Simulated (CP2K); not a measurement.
Consider cyanoacetylene at its PBE geometry (Å).

```xyz
5

C    -1.2850   -0.1706   -0.0260
C    -0.0801   -0.0136   -0.0010
C     1.2757    0.1674    0.0263
N     2.4364    0.3251    0.0474
H    -2.3471   -0.3082   -0.0466
```

Method: CP2K XAS_TDP, all-electron GAPW, PBEh(45%), aug-cc-pVTZ, TDA, GW2X-corrected core level, no relativity.

**Question.** Where do the N K-edge lines lie, and how strong are they?

Leading lines: N4 397.81 eV. The leading line of an atom is its first one with 35 % of the strongest within 2.5 eV of its lowest line over the strength cut. Core ionisation energies at this level: N4 404.49 eV.

The first six lines of each atom with a strength over 0.0015:

```
            atom  energy (eV)  states  strength, one atom  above the computed threshold
N4 (bonded to C)       397.81       2              0.1051                              
                       404.06       2              0.0053                              
                       404.35       1              0.0025                              
                       405.36       1              0.0066                           yes
                       405.78       2              0.0165                           yes
                       405.90       1              0.0057                           yes
```

Lines are vertical, at one geometry, with no vibrational structure. GW2X ionisation energies and lines can be off by 1 to 2 eV either way, and a good line position may hide errors that cancel. These values hold no scalar relativity, about 0.2 eV for N 1s. Rydberg lines, and the discretised continuum above threshold, depend on the basis and the box.

[Banner, clock and machine lines of the logs are left out without a mark of their own.]

[Logs are printed without paths, hosts, clocks, repeated set-up lines and the standing remarks that a program may print on its own settings, such as how far it seeks lower states.]

[Hosts, paths, dates, database ids (printed as entryN), source tags and the programs' standing remarks are cut or masked in the printed files.]
